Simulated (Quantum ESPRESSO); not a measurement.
## The states of the two spins in Mn2Ga2S5

Where do the states of the two spins of Mn2Ga2S5 lie?

Calculated with Quantum ESPRESSO 7.5; LDA with U = 4 eV on Mn d (ortho-atomic projectors); plane waves with GBRV 1.5 LDA potentials, no spin-orbit coupling.

## Step 1: Starting point

Symmetry: P-3m1, No. 164, trigonal system. Conventional cell: a = 3.728 Å, b = 3.728 Å, c = 15.333 Å, α = 90.00°, β = 90.00°, γ = 120.00°. Nearest to Mn lie 6 S at 2.52 to 2.63 Å. Nearest to Ga lie 4 S at 2.23 to 2.38 Å. Nearest to S lie 6 Mn at 2.63 Å. S has 1 Ga at 2.23 Å and 3 Mn at 2.52 Å nearest. Nearest to S lie 3 Ga at 2.38 Å. Farther neighbours and most contacts between anions are not listed.

Structure file:

```cif
data_structure
_symmetry_space_group_name_H-M 'P-3m1'
_symmetry_Int_Tables_number 164
_cell_length_a 3.7280
_cell_length_b 3.7280
_cell_length_c 15.3335
_cell_angle_alpha 90.000
_cell_angle_beta 90.000
_cell_angle_gamma 120.000
_cell_volume 184.55
loop_
_atom_site_label
_atom_site_type_symbol
_atom_site_symmetry_multiplicity
_atom_site_Wyckoff_symbol
_atom_site_fract_x
_atom_site_fract_y
_atom_site_fract_z
_atom_site_occupancy
Mn1 Mn 2 d 0.33333 0.66667 0.40190 1
Ga1 Ga 2 d 0.33333 0.66667 0.82860 1
S1 S 1 b 0.00000 0.00000 0.50000 1
S2 S 2 d 0.33333 0.66667 0.68311 1
S3 S 2 d 0.33333 0.66667 0.10589 1
```

The cell comes from Materials Project 2023-11-01, a database of computed structures, and need not be the stable phase.

## Step 2: Ground-state run

This state came out lowest in a comparison of starts that is told elsewhere.

pw.in

```
&CONTROL
  calculation = 'scf'
  prefix = 'pwscf'
  outdir = './tmp'
  pseudo_dir = './pseudo'
  disk_io = 'low'
/
&SYSTEM
  ibrav = 0
  celldm(1) = 8
  nat = 9
  ntyp = 4
  ecutwfc = 40
  ecutrho = 280
  nbnd = 67
  occupations = 'smearing'
  smearing = 'fd'
  degauss = 0.00367493
  nspin = 2
  starting_magnetization(1) = 0.3
  starting_magnetization(2) = -0.3
  starting_magnetization(3) = 0
  starting_magnetization(4) = 0
/
&ELECTRONS
  conv_thr = 1.8d-08
  electron_maxstep = 150
  mixing_beta = 0.3
/
ATOMIC_SPECIES
Mn1    54.9380 mn_lda_v1.5.uspp.F.UPF
Mn2    54.9380 mn_lda_v1.5.uspp.F.UPF
Ga     69.7230 ga_lda_v1.4.uspp.F.UPF
S      32.0600 s_lda_v1.4.uspp.F.UPF
CELL_PARAMETERS alat
   0.8806016239197    0.0000000000000    0.0000000000000
  -0.4403008119717    0.7626233769333    0.0000000000000
   0.0000000000000    0.0000000000000    3.6220040480000
ATOMIC_POSITIONS crystal
Mn1     0.3333333300    0.6666666700    0.4018990000
Mn2     0.6666666700    0.3333333300    0.5981010000
Ga      0.3333333300    0.6666666700    0.8286040000
Ga      0.6666666700    0.3333333300    0.1713960000
S       0.0000000000    0.0000000000    0.5000000000
S       0.3333333300    0.6666666700    0.6831100000
S       0.6666666700    0.3333333300    0.3168900000
S       0.3333333300    0.6666666700    0.1058920000
S       0.6666666700    0.3333333300    0.8941080000
K_POINTS automatic
6 6 2 0 0 0
HUBBARD {ortho-atomic}
U Mn1-3d 4.0000
U Mn2-3d 4.0000
```

Launch:

```sh
> OMP_NUM_THREADS=1 mpirun -n 4 pw.x -nk 4 -in pw.in > pw.out
```

The log of the run:

```text
Program PWSCF v.7.5 starts

     Message from routine setup:
     using ibrav=0 with symmetry is DISCOURAGED, use correct ibrav instead

     K-points division:     npool     =       4
     Subspace diagonalization in iterative solution of the eigenvalue problem:

     bravais-lattice index     =            0
     lattice parameter (alat)  =       8.0000  a.u.
     unit-cell volume          =    1245.3989 (a.u.)^3
     number of atoms/cell      =            9
     number of atomic types    =            4
     number of electrons       =        98.00
     number of Kohn-Sham states=           67
     kinetic-energy cutoff     =      40.0000  Ry
     charge density cutoff     =     280.0000  Ry
     scf convergence threshold =      1.8E-08
     mixing beta               =       0.3000
     number of iterations used =            8  plain     mixing
     Exchange-correlation=  SLA  PZ   NOGX NOGC
                           (   1   1   0   0   0   0   0)
     Hubbard projectors: ortho-atomic
     Hubbard parameters of DFT+U (Dudarev formulation) in eV:
     U(Mn1-3d) =  4.0000
     U(Mn2-3d) =  4.0000

     Internal variables: lda_plus_u =T, lda_plus_u_kind = 0

     Internal variables: orbital_resolved =F, hub_pot_fix =F, apply_U = F

     celldm(1)=   8.000000  celldm(2)=   0.000000  celldm(3)=   0.000000
     celldm(4)=   0.000000  celldm(5)=   0.000000  celldm(6)=   0.000000

     crystal axes: (cart. coord. in units of alat)
               a(1) = (   0.880602   0.000000   0.000000 )
               a(2) = (  -0.440301   0.762623   0.000000 )
               a(3) = (   0.000000   0.000000   3.622004 )

     reciprocal axes: (cart. coord. in units 2 pi/alat)
               b(1) = (  1.135587  0.655632 -0.000000 )
               b(2) = (  0.000000  1.311263  0.000000 )
               b(3) = (  0.000000 -0.000000  0.276090 )

     PseudoPot. # 1 for Mn read from file:
     mn_lda_v1.5.uspp.F.UPF
     Pseudo is Ultrasoft + core correction, Zval = 15.0

     PseudoPot. # 2 for Mn read from file:
     mn_lda_v1.5.uspp.F.UPF
     Pseudo is Ultrasoft + core correction, Zval = 15.0

     PseudoPot. # 3 for Ga read from file:
     ga_lda_v1.4.uspp.F.UPF
     Pseudo is Ultrasoft + core correction, Zval = 19.0

     PseudoPot. # 4 for S  read from file:
     s_lda_v1.4.uspp.F.UPF
     Pseudo is Ultrasoft + core correction, Zval =  6.0

     atomic species   valence    mass     pseudopotential
     Mn1              15.00    54.93800     Mn( 1.00)
     Mn2              15.00    54.93800     Mn( 1.00)
     Ga               19.00    69.72300     Ga( 1.00)
     S                 6.00    32.06000     S ( 1.00)

     Starting magnetic structure
     atomic species   magnetization
     Mn1             0.300
     Mn2            -0.300
     Ga              0.000
     S               0.000

      6 Sym. Ops. (no inversion) found

   Cartesian axes

     site n.     atom                  positions (alat units)
         1        Mn1    tau(   1) = (  -0.0000000   0.5084156   1.4556798  )
         2        Mn2    tau(   2) = (   0.4403008   0.2542078   2.1663242  )
         3        Ga     tau(   3) = (  -0.0000000   0.5084156   3.0012070  )
         4        Ga     tau(   4) = (   0.4403008   0.2542078   0.6207970  )
         5        S      tau(   5) = (   0.0000000   0.0000000   1.8110020  )
         6        S      tau(   6) = (  -0.0000000   0.5084156   2.4742272  )
         7        S      tau(   7) = (   0.4403008   0.2542078   1.1477769  )
         8        S      tau(   8) = (  -0.0000000   0.5084156   0.3835413  )
         9        S      tau(   9) = (   0.4403008   0.2542078   3.2384628  )

     number of k points=    14  Fermi-Dirac smearing, width (Ry)=  0.0037
                       cart. coord. in units 2pi/alat
        k(    1) = (   0.0000000   0.0000000   0.0000000), wk =   0.0138889
        k(    2) = (   0.0000000   0.0000000  -0.1380451), wk =   0.0138889
        k(    3) = (   0.0000000   0.2185439   0.0000000), wk =   0.0833333
        k(    4) = (   0.0000000   0.2185439  -0.1380451), wk =   0.0833333
        k(    5) = (   0.0000000   0.4370877   0.0000000), wk =   0.0833333
        [... 9 further k-points ...]

     Dense  grid:    98717 G-vectors     FFT dimensions: (  40,  40, 160)

     Smooth grid:    42543 G-vectors     FFT dimensions: (  30,  30, 120)

     Check: negative core charge=   -0.000018
     Generating pointlists ...
     new r_m :   0.2452 (alat units)  1.9615 (a.u.) for type    1
     new r_m :   0.2452 (alat units)  1.9615 (a.u.) for type    2
     new r_m :   0.2174 (alat units)  1.7390 (a.u.) for type    3
     new r_m :   0.2174 (alat units)  1.7390 (a.u.) for type    4

     Initial potential from superposition of free atoms

     starting charge      94.9997, renormalised to      98.0000

     STARTING HUBBARD OCCUPATIONS:

     =================== HUBBARD OCCUPATIONS ===================
     ------------------------ ATOM    1 ------------------------
     Tr[ns(  1)] (up, down, total) =   5.00000  0.00000  5.00000
     Atomic magnetic moment for atom   1 =   5.00000
     [... lines left out ...]
     ------------------------ ATOM    2 ------------------------
     Tr[ns(  2)] (up, down, total) =   0.00000  5.00000  5.00000
     Atomic magnetic moment for atom   2 =  -5.00000
     [... lines left out ...]
     Number of occupied Hubbard levels =   10.0000

     Atomic wfc used for Hubbard projectors are orthogonalized

     Starting wfcs are   70 randomized atomic wfcs

     Self-consistent Calculation

     iteration #  1     ecut=    40.00 Ry     beta= 0.30
     Davidson diagonalization with overlap
     ethr =  1.00E-02,  avg # of iterations =  9.5

     =================== HUBBARD OCCUPATIONS ===================
     ------------------------ ATOM    1 ------------------------
     Tr[ns(  1)] (up, down, total) =   1.82496  0.13025  1.95521
     Atomic magnetic moment for atom   1 =   1.69471
     [... lines left out ...]
     ------------------------ ATOM    2 ------------------------
     Tr[ns(  2)] (up, down, total) =   0.13022  1.82286  1.95308
     Atomic magnetic moment for atom   2 =  -1.69264
     [... lines left out ...]
     Number of occupied Hubbard levels =    3.9083

     total energy              =   -1341.11012755 Ry
     estimated scf accuracy    <      71.95843551 Ry

     total magnetization       =     0.00 Bohr mag/cell
     absolute magnetization    =     3.97 Bohr mag/cell

     iteration #  2     ecut=    40.00 Ry     beta= 0.30
     Davidson diagonalization with overlap
     ethr =  1.00E-02,  avg # of iterations =  9.7

     total energy              =   -1320.36577035 Ry
     estimated scf accuracy    <    1841.19739609 Ry

     total magnetization       =    -0.02 Bohr mag/cell
     absolute magnetization    =     0.85 Bohr mag/cell

     [... further iterations left out ...]

     iteration # 16     ecut=    40.00 Ry     beta= 0.30
     Davidson diagonalization with overlap
     ethr =  2.05E-10,  avg # of iterations =  4.5

     total energy              =   -1372.96263271 Ry
     estimated scf accuracy    <       0.00000005 Ry

     total magnetization       =     0.00 Bohr mag/cell
     absolute magnetization    =     9.64 Bohr mag/cell

     iteration # 17     ecut=    40.00 Ry     beta= 0.30
     Davidson diagonalization with overlap
     ethr =  5.50E-11,  avg # of iterations =  2.4

     Magnetic moment per site  (integrated on atomic sphere of radius R)
     atom   1 (R=0.245)  charge= 13.0536  magn=  4.3315
     atom   2 (R=0.245)  charge= 13.0536  magn= -4.3315
     atom   3 (R=0.217)  charge= 16.5807  magn= -0.0094
     atom   4 (R=0.217)  charge= 16.5807  magn=  0.0094
     atom   5 (R=0.217)  charge=  3.6158  magn= -0.0000
     atom   6 (R=0.217)  charge=  3.6306  magn= -0.0447
     atom   7 (R=0.217)  charge=  3.6306  magn=  0.0447
     atom   8 (R=0.217)  charge=  3.5640  magn=  0.0128
     atom   9 (R=0.217)  charge=  3.5640  magn= -0.0128

     End of self-consistent calculation

     =================== HUBBARD OCCUPATIONS ===================
     ------------------------ ATOM    1 ------------------------
     Tr[ns(  1)] (up, down, total) =   4.95493  0.33454  5.28946
     Atomic magnetic moment for atom   1 =   4.62039
     [... lines left out ...]
     ------------------------ ATOM    2 ------------------------
     Tr[ns(  2)] (up, down, total) =   0.33454  4.95493  5.28947
     Atomic magnetic moment for atom   2 =  -4.62039
     [... lines left out ...]
     Number of occupied Hubbard levels =   10.5789

     [... lines left out ...]
     the Fermi energy is     7.4872 ev

!    total energy              =   -1372.96263272 Ry
     estimated scf accuracy    <       0.00000001 Ry
     smearing contrib. (-TS)   =      -0.00011126 Ry
     internal energy E=F+TS    =   -1372.96252146 Ry

     The total energy is F=E-TS. E is the sum of the following terms:
     one-electron contribution =   -1195.17664314 Ry
     hartree contribution      =     628.27627209 Ry
     xc contribution           =    -190.26942466 Ry
     ewald contribution        =    -615.89351642 Ry
     Hubbard energy            =       0.10079067 Ry

     total magnetization       =    -0.00 Bohr mag/cell
     absolute magnetization    =     9.64 Bohr mag/cell

     convergence has been achieved in  17 iterations

=------------------------------------------------------------------------------=
   JOB DONE.
=------------------------------------------------------------------------------=
```

Elapsed: 73 s, on 4 MPI ranks of Intel Xeon 6975P-C (Granite Rapids), shared host; peak memory 1 GiB.

Spin moment in the atom's sphere by atom:

```csv
atom,spin moment in the atom's sphere (μB)
Mn1,4.33
Mn2,-4.33
Ga3,-0.01
Ga4,0.01
S5,0.00
S6,-0.04
S7,0.04
S8,0.01
S9,-0.01
```

Numbers from this step:

* smearing term TS: 0.001514 eV
* magnetization: 0 μB
* absolute magnetization: 9.64 μB
* final state: antiferromagnetic

(Continued in part 2 of 2.)

[Logs and program files are shortened in this print: banners, set-up blocks, solver, clock and traceback lines can be left out without a mark of their own.]

[Logs are printed without paths, hosts, clocks, repeated set-up lines and the standing remarks that a program may print on its own settings, such as how far it seeks lower states.]

[Hosts, paths, dates, database ids (printed as entryN), source tags and the programs' standing remarks are cut or masked in the printed files.]

[Where a cell is said to come from a database of computed structures, the database is the Materials Project.]
